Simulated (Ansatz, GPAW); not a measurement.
**How TiPbS3 (model structure) absorbs and reflects light**

Aim: the dielectric function of TiPbS3 (model structure), and the optical constants that follow from it. The cell was made here by substitution or stacking, whether or not such a phase is known. It was built so: All O replaced by S and Zr replaced by Ti in the Pm-3m structure of ZrPbO3. The cell is first relaxed with Ansatz.

Main program and level: GPAW 26.7.0; DFT, RPBE, plane-wave PAW (GPAW data sets), scalar-relativistic, RPA, optical limit.

## 1. Starting point

The structure is cubic, space group Pm-3m (No. 221). The conventional cell has a = 4.953 Å, b = 4.953 Å, c = 4.953 Å, α = 90.00°, β = 90.00°, γ = 90.00°. Nearest to Pb lie 12 S at 3.50 Å. Nearest to Ti lie 6 S at 2.48 Å. Nearest to S lie 2 Ti at 2.48 Å. All O replaced by S and Zr replaced by Ti in the Pm-3m structure of ZrPbO3. Farther neighbours and most contacts between anions are not listed.

## 2. Relaxation

The structure was built or cut out here, so it is relaxed before any spectrum is computed.

This step: DFT, RPBE, plane-wave PAW, default files, scalar-relativistic, relaxation (Ansatz 0.2.0).

File input.yaml:

```yaml
crystal:
  lattice:
    - [4.95340323, 0.0, 0.0]
    - [0.0, 4.95340323, 0.0]
    - [0.0, 0.0, 4.95340323]
  atoms:
    - { symbol: Pb, position: [0.5, 0.5, 0.5] }
    - { symbol: Ti, position: [0.0, 0.0, 0.0] }
    - { symbol: S, position: [0.0, 0.5, 0.0] }
    - { symbol: S, position: [0.0, 0.0, 0.5] }
    - { symbol: S, position: [0.5, 0.0, 0.0] }
kpoints:
  mp_grid: { grid: [5, 5, 5] }
scf:
  occupations: { method: fermi_dirac, width: 0.05 }
hamiltonian:
  xc: rpbe
output:
  forces: true
  stress: true
  write_density: true
  write_potential: true
  elf: true
  volumetric_format: npy
relax:
  f_tol: 0.02
  max_steps: 50
  cell: {}
```

Command:

```
ansatz run input.yaml --threads 1 --pin off --max-ram 4096MiB --backend cpu --events-out ev --progress --plain --runs-dir out
```

Numbers of over 12 decimals in the logs are rounded to 6 here.

Log:

```text
Engine: ansatz 0.2.0, x86_64-unknown-linux-gnu
Pseudopotentials: kind: paw
Pseudopotential: Pb, paw, valence charge 14, recommended cutoff 420 eV (normal), Pb.paw.azcp
Pseudopotential: Ti, paw, valence charge 12, recommended cutoff 420 eV (normal), Ti.paw.azcp
Pseudopotential: S, paw, valence charge 6, recommended cutoff 420 eV (normal), S.paw.azcp
Functional definition: RPBE
  parameter kappa = 0.804
  parameter beta = 0.066725
  exchange = rpbe_x(kappa = kappa, mu = beta*pi^2/3)
  correlation = pbe_c(beta = beta)
Crystal: 5 atoms, lattice volume = 121.538 Å³
Basis set: ecut = 420 eV, 2373 PW (Γ), exchange–correlation on 72×72×72 points (8 copies of the dense FFT grid, shifted against one another)
Bands: 27, of which v1, the nominal top of the filled ones, is band 22 counted from 1 (21 counted from 0)
Symmetry: 48 space group operations
Space group: Pm-3m (ITA 221), of the structure as read, at distance tolerance 5.0e-5 Å
k-points: 10 of 125
Non-local potential: Pb, projectors of the file, l = 0: 2, l = 1: 2, l = 2: 2, l = 3: 2
Non-local potential: Ti, projectors of the file, l = 0: 3, l = 1: 2, l = 2: 3, l = 3: 1
Non-local potential: S, projectors of the file, l = 0: 2, l = 1: 2, l = 2: 2
PAW form: soft (Blöchl's): semilocal exchange-correlation on the pseudo side does not see the compensation charge
PAW frozen core: Pb, regenerated for the run's functional, and the local potential with it (the file was generated under x = pbe(κ = 0.804, μ = 0.219515), c = pbe(β = 0.066725))
PAW frozen core: Ti, regenerated for the run's functional, and the local potential with it (the file was generated under x = pbe(κ = 0.804, μ = 0.219515), c = pbe(β = 0.066725))
PAW frozen core: S, regenerated for the run's functional, and the local potential with it (the file was generated under x = pbe(κ = 0.804, μ = 0.219515), c = pbe(β = 0.066725))
PAW one-centre angular grid: Pb, 590 points (default); XC on 64 Gauss nodes
PAW one-centre angular grid: Ti, 590 points (default); XC on 64 Gauss nodes
PAW one-centre angular grid: S, 110 points (default); XC on 64 Gauss nodes
Initial density: superposition of atomic densities (neutral atoms: chi_scale 0, normalization atom), corrected by the library's trained network
Initial wavefunctions: pseudopotential atomic-orbital guess
Functional: x = rpbe, c = pbe(β = 0.066725)
SCF iter   1: F=—  HF=-17145.941368 eV  |F-HF|=—  |Δ(HF+E_count)|=         —  Δρ=9.95e-3  dr2=2.07e-1  ethr=1.77e-3  ⟨swp⟩=6.8  Hψ=1312  notcnv=0
preconditioner: auto → Resta (q_TF=auto, 2.303 Å⁻¹)  ε∞=5.1  [insulator: Δε(μ)=0.217 eV  Ē_g=9.944 eV  σ=0.050 eV  W_gap=0.79  n_scr=26 (ndim 8)  ℏωp=20.2 eV  f_vac=0.000  D(μ)=0.98/eV (n_scr^D=0)  ε∞_Penn≈5.1]
SCF iter   2: F=—  HF=-17145.923100 eV  |F-HF|=—  |Δ(HF+E_count)|=   1.83e-2  Δρ=4.48e-3  dr2=4.23e-2  ethr=4.70e-4  ⟨swp⟩=1.6  Hψ=360  notcnv=0
SCF iter   3: F=—  HF=-17145.919038 eV  |F-HF|=—  |Δ(HF+E_count)|=   4.06e-3  Δρ=7.56e-4  dr2=1.35e-3  ethr=9.61e-5  ⟨swp⟩=2.0  Hψ=349  notcnv=0
SCF iter   4: F=—  HF=-17145.919059 eV  |F-HF|=—  |Δ(HF+E_count)|=   2.03e-5  Δρ=7.22e-4  dr2=1.10e-3  ethr=3.06e-6  ⟨swp⟩=2.0  Hψ=342  notcnv=0
SCF iter   5: F=—  HF=-17145.919009 eV  |F-HF|=—  |Δ(HF+E_count)|=   4.95e-5  Δρ=3.39e-4  dr2=2.56e-4  ethr=2.49e-6  ⟨swp⟩=1.0  Hψ=270  notcnv=0
SCF iter   6: F=—  HF=-17145.918997 eV  |F-HF|=—  |Δ(HF+E_count)|=   1.25e-5  Δρ=1.05e-4  dr2=2.32e-5  ethr=5.81e-7  ⟨swp⟩=1.0  Hψ=270  notcnv=0
SCF iter   7: F=—  HF=-17145.919323 eV  |F-HF|=—  |Δ(HF+E_count)|=   3.27e-4  Δρ=7.57e-6  dr2=1.11e-7  ethr=5.26e-8  ⟨swp⟩=1.4  Hψ=277  notcnv=0
SCF iter   8: F=-17145.919323 eV  HF=-17145.919323 eV  |F-HF|=7.60e-10  |Δ(HF+E_count)|=   3.91e-8  Δρ=1.36e-6  dr2=2.55e-9  ethr=2.27e-10  ⟨swp⟩=8.1  Hψ=1612  notcnv=0
SCF 1 converged in 8 iterations: F = -17145.919323 eV  dr2 = 2.55e-9
  greatest PAW one-centre occupation: 0.999 electrons in one spin orbital (limit 2), on the Ti atom at site 1 (counted from 0), in its partial waves of l = 0
relax step   1: F+E_penalty+E_count = -17145.91932322 eV  Δ(F+E_penalty+E_count) = +0.000e0 eV  max|allowed force component| = 2.134e-29 eV/Å  Δτ_max = 0.0000 Å  P = -4.754 GPa  Ω = 121.538 Å³  (8 SCF iters, dr2 threshold 1.00e-7 eV, accepted)
Crystal: 5 atoms, lattice volume = 112.231 Å³
Basis set: ecut = 420 eV, 2109 PW (Γ), exchange–correlation on 72×72×72 points (8 copies of the dense FFT grid, shifted against one another)
Initial density: handed on by an earlier stage of this run
Initial wavefunctions: those handed on with the density
iter 1 solved again at ethr=1.00e-3 eV; its pass at ethr=3.10e-3 eV (dr2=4.41e-1 eV) is discarded
SCF iter   1: F=—  HF=-17146.115561 eV  |F-HF|=—  |Δ(HF+E_count)|=         —  Δρ=1.30e-2  dr2=4.37e-1  ethr=1.00e-3  ⟨swp⟩=1.1  Hψ=1591  notcnv=0
preconditioner: auto → Kerker (q_TF=auto, 2.334 Å⁻¹)  [metal: Δε(μ)=0.062 eV  Ē_g=10.003 eV  σ=0.050 eV  W_gap=0.28  n_scr=26 (ndim 8)  ℏωp=21.0 eV  f_vac=0.000  D(μ)=3.36/eV (n_scr^D=26)]
SCF iter   2: F=—  HF=-17146.079850 eV  |F-HF|=—  |Δ(HF+E_count)|=   3.57e-2  Δρ=5.41e-3  dr2=9.70e-2  ethr=9.94e-4  ⟨swp⟩=2.1  Hψ=316  notcnv=0
preconditioner: auto → Resta (q_TF=auto, 2.334 Å⁻¹)  ε∞=5.4  [insulator: Δε(μ)=0.645 eV  Ē_g=10.076 eV  σ=0.050 eV  W_gap=0.55  n_scr=26 (ndim 8)  ℏωp=21.0 eV  f_vac=0.000  D(μ)=3.59/eV (n_scr^D=26)  ε∞_Penn≈5.4]
SCF iter   3: F=—  HF=-17146.069319 eV  |F-HF|=—  |Δ(HF+E_count)|=   1.05e-2  Δρ=2.15e-3  dr2=6.74e-3  ethr=2.20e-4  ⟨swp⟩=2.1  Hψ=350  notcnv=0
SCF iter   4: F=—  HF=-17146.069271 eV  |F-HF|=—  |Δ(HF+E_count)|=   4.82e-5  Δρ=5.67e-4  dr2=9.48e-4  ethr=1.53e-5  ⟨swp⟩=2.0  Hψ=391  notcnv=0
SCF iter   5: F=—  HF=-17146.069251 eV  |F-HF|=—  |Δ(HF+E_count)|=   2.03e-5  Δρ=2.23e-4  dr2=1.40e-4  ethr=2.15e-6  ⟨swp⟩=1.0  Hψ=270  notcnv=0
SCF iter   6: F=—  HF=-17146.069447 eV  |F-HF|=—  |Δ(HF+E_count)|=   1.96e-4  Δρ=3.74e-5  dr2=2.37e-6  ethr=3.19e-7  ⟨swp⟩=2.4  Hψ=363  notcnv=0
SCF iter   7: F=-17146.069449 eV  HF=-17146.069449 eV  |F-HF|=1.16e-7  |Δ(HF+E_count)|=   2.60e-6  Δρ=6.40e-6  dr2=6.71e-8  ethr=1.14e-9  ⟨swp⟩=9.0  Hψ=1898  notcnv=0
SCF 2 converged in 7 iterations: F = -17146.069449 eV  dr2 = 6.71e-8
  Residual-converged pass: ⟨swp⟩=1.0  Hψ=310  notcnv=0  max |occ|·‖R‖ = 7.0e-9 eV (tolerance 1.0e-8 eV)  dr2=6.71e-8  dr2_onsite=2.70e-9  max |Δocc| = 4.8e-11
relax step   2: F+E_penalty+E_count = -17146.06944924 eV  Δ(F+E_penalty+E_count) = -1.501e-1 eV  max|allowed force component| = 5.969e-30 eV/Å  Δτ_max = 0.0000 Å  P = -0.044 GPa  Ω = 112.231 Å³  energy of the carried Pulay correction = +7.402e-4 eV  (7 SCF iters, dr2 threshold 5.00e-7 eV, accepted)
Initial wavefunctions: pseudopotential atomic-orbital guess (no wavefunctions were taken with the density)
iter 1 solved again at ethr=6.24e-8 eV; its pass at ethr=3.10e-3 eV (dr2=2.75e-5 eV) is discarded
SCF iter   1: F=—  HF=-17146.068427 eV  |F-HF|=—  |Δ(HF+E_count)|=         —  Δρ=8.29e-5  dr2=1.33e-6  ethr=6.24e-8  ⟨swp⟩=3.0  Hψ=1980  notcnv=0
preconditioner: auto → Kerker (q_TF=auto, 2.334 Å⁻¹)  [metal: Δε(μ)=0.019 eV  Ē_g=10.152 eV  σ=0.050 eV  W_gap=0.09  n_scr=26 (ndim 8)  ℏωp=21.0 eV  f_vac=0.000  D(μ)=3.08/eV (n_scr^D=18)]
SCF iter   2: F=—  HF=-17146.068618 eV  |F-HF|=—  |Δ(HF+E_count)|=   1.92e-4  Δρ=4.30e-5  dr2=3.59e-7  ethr=3.03e-9  ⟨swp⟩=2.0  Hψ=455  notcnv=0
SCF iter   3: F=—  HF=-17146.068619 eV  |F-HF|=—  |Δ(HF+E_count)|=   7.02e-7  Δρ=5.48e-6  dr2=1.75e-8  ethr=8.16e-10  ⟨swp⟩=2.0  Hψ=471  notcnv=0
SCF iter   4: F=—  HF=-17146.068619 eV  |F-HF|=—  |Δ(HF+E_count)|=   3.10e-8  Δρ=1.46e-6  dr2=4.98e-9  ethr=3.98e-11  ⟨swp⟩=2.3  Hψ=450  notcnv=0
SCF iter   5: F=—  HF=-17146.068619 eV  |F-HF|=—  |Δ(HF+E_count)|=   6.81e-9  Δρ=6.00e-7  dr2=6.00e-10  ethr=1.13e-11  ⟨swp⟩=2.0  Hψ=387  notcnv=0
SCF iter   6: F=—  HF=-17146.068619 eV  |F-HF|=—  |Δ(HF+E_count)|=  7.82e-10  Δρ=2.47e-7  dr2=1.08e-10  ethr=1.36e-12  ⟨swp⟩=2.0  Hψ=397  notcnv=0
SCF iter   7: F=-17146.068619 eV  HF=-17146.068619 eV  |F-HF|=0.00e0  |Δ(HF+E_count)|=  1.06e-10  Δρ=4.56e-8  dr2=1.93e-12  ethr=1.00e-12  ⟨swp⟩=6.0  Hψ=1243  notcnv=0
SCF 3 converged in 7 iterations: F = -17146.068619 eV  dr2 = 1.93e-12
relax step   3: F+E_penalty+E_count = -17146.06861915 eV  Δ(F+E_penalty+E_count) = +8.301e-4 eV  max|allowed force component| = 2.035e-29 eV/Å  Δτ_max = 0.0000 Å  P = -0.041 GPa  Ω = 112.231 Å³  stress off target by 4.14e-2 GPa  SCF on the basis re-selected at this cell (its energy is not comparable with the rows above)  (7 SCF iters)
basis re-selected at this cell: Δ(F+E_penalty+E_count) = +8.301e-4 eV, ΔP = +0.003 GPa vs the last step (what re-selecting the basis moved, of the pressure what is left beyond the Pulay correction that the steps carried, after the strain that the cell walked since its last selection, with what the two solves' SCF thresholds leave and, on support functions, any second-order correction that the steps lacked; it is no m [...]
SCF converged after 7 iterations
Free energy (F): -17146.068619 eV
Harris-Foulkes:  -17146.068619 eV  (|F-HF|=0.00e0)
Internal energy: -17146.044040 eV  (E = F + TS)
E sigma→0 (E₀):  -17146.056330 eV
Entropy (-TS):   -0.024579 eV (-4.916 meV/atom)
Fermi energy:    7.973530 eV
--- Per-component energies (eV) ---
  E_band       = -280.242297
  E_kinetic    = 874.863825
  E_local      = -2598.625626  (includes V_loc(G=0)·N_el)
  E_nonlocal   = 438.393809
  E_hartree    = 1015.834600
  E_xc         = -610.596711
  E_vxc        = -515.571306  (∫ρ·V_xc dr)
  E_paw        = -13278.463125  (= ΣΔE_a)
  E_vpaw       = -510.972412  (= ΣTr[D̂ρ^β])
  E_aug_tail   = 0.000193  (compensation charges beyond the density's cutoff)
  E_ewald      = -2987.367106
  E_core_change = -0.083899  (= ΣΔE_core)
  E_smearing   = -0.024579  (= −TS)
  E_closure    = -0.000000  (closes the sum)
  Σ components = -17146.068619   (vs F -17146.068619, Δ=0.00e0)
--- Forces (eV/Å), atoms counted from 1 ---
  atom   1  Pb     0.00000000     0.00000000    -0.00000000
  atom   2  Ti    -0.00000000     0.00000000    -0.00000000
  atom   3  S     -0.00000000     0.00000000     0.00000000
  atom   4  S     -0.00000000     0.00000000     0.00000000
  atom   5  S     -0.00000000     0.00000000     0.00000000
  max |Σ_I F_I| component: 2.45e-29 eV/Å
--- Stress (GPa, compression-positive) ---
       -0.041369       0.000000       0.000000
        0.000000      -0.041369      -0.000000
        0.000000      -0.000000      -0.041369
  P = ⅓ Tr σ = -0.0414 GPa (-0.414 kbar)
--- Band table (eV; the first three rows and the last of 10) ---
  k-point 0: bands = [... 18 lower, 6.7561, 7.1969, 7.1969, 7.1969, 7.9605, 7.9605, 7.9605, 9.1708, ... 1 higher]
  k-point 1: bands = [... 18 lower, 6.5518, 6.5819, 7.1251, 7.1251, 7.9722, 8.7024, 8.7024, 9.1786, ... 1 higher]
  k-point 2: bands = [... 18 lower, 6.3315, 6.5859, 7.2613, 7.2613, 7.9913, 9.1807, 9.1880, 9.3533, ... 1 higher]
  k-point 9: bands = [... 18 lower, 4.4510, 7.8246, 7.8246, 7.9344, 9.1070, 9.2458, 9.2458, 11.6070, ... 1 higher]
--- Relaxed structure (2 steps of the walk, 2 accepted, 1 SCFs on fresh bases) ---
  F+E_penalty+E_count = -17146.06861915 eV   max|allowed force component| = 2.035e-29 eV/Å   (the final SCF, on the basis selected at the relaxed cell)
  cell:  # Å, volume = 112.2311 Å³
    - [4.823597, 0, 0]
    - [0, 4.823597, 0.0]
    - [0, 0.0, 4.823597]
  atoms:
    - { symbol: Pb, position: [0.5, 0.5, 0.5] }
    - { symbol: Ti, position: [0, 0, 0] }
    - { symbol: S, position: [0, 0.5, 0] }
    - { symbol: S, position: [0, 0, 0.5] }
    - { symbol: S, position: [0.5, 0, 0] }
```

The job ended after 7.5 s (1 thread of Intel Xeon Platinum 8375C at 2.90GHz (Ice Lake), shared host; peak memory 0.48 GiB).

The steps of the relaxation:

```
step  energy less that of the first step (eV)  largest force component (eV/Å)  pressure (GPa)  volume (Å³)
   1                                   0.0000                          0.0000           -4.75       121.54
   2                                  -0.1501                          0.0000           -0.04       112.23
  3*                                  -0.1493                          0.0000           -0.04       112.23
```

Relaxation steps marked * repeat the geometry before them on a plane-wave basis chosen anew for their cell, so energy and pressure can jump there.

Forces are held to the 48 operations that the run works with; a distortion that breaks them can't arise in this run.

| conventional cell, symmetrised | before | after | change |
| --- | --- | --- | --- |
| a (Å) | 4.953 | 4.824 | -2.6 % |
| b (Å) | 4.953 | 4.824 | -2.6 % |
| c (Å) | 4.953 | 4.824 | -2.6 % |
| volume (Å³/atom) | 24.31 | 22.45 | -7.7 % |

Final coordinates:

```cif
data_structure
_symmetry_space_group_name_H-M 'P 1'
_symmetry_Int_Tables_number 1
_cell_length_a 4.8236
_cell_length_b 4.8236
_cell_length_c 4.8236
_cell_angle_alpha 90.000
_cell_angle_beta 90.000
_cell_angle_gamma 90.000
_cell_volume 112.23
loop_
_atom_site_label
_atom_site_type_symbol
_atom_site_fract_x
_atom_site_fract_y
_atom_site_fract_z
_atom_site_occupancy
Pb1 Pb 0.50000 0.50000 0.50000 1
Ti2 Ti 0.00000 0.00000 0.00000 1
S3 S 0.00000 0.50000 0.00000 1
S4 S 0.00000 0.00000 0.50000 1
S5 S 0.50000 0.00000 0.00000 1
```

The relaxation ends with a pressure of -0.04 GPa.

[end of part 1 of 3]

[Machine, clock and banner lines and Python warnings are left out of the logs.]

[Logs are printed without paths, hosts, clocks, repeated set-up lines and the standing remarks that a program may print on its own settings, such as how far it seeks lower states.]

[Hosts, paths, dates, database ids (printed as entryN), source tags and the programs' standing remarks are cut or masked in the printed files.]
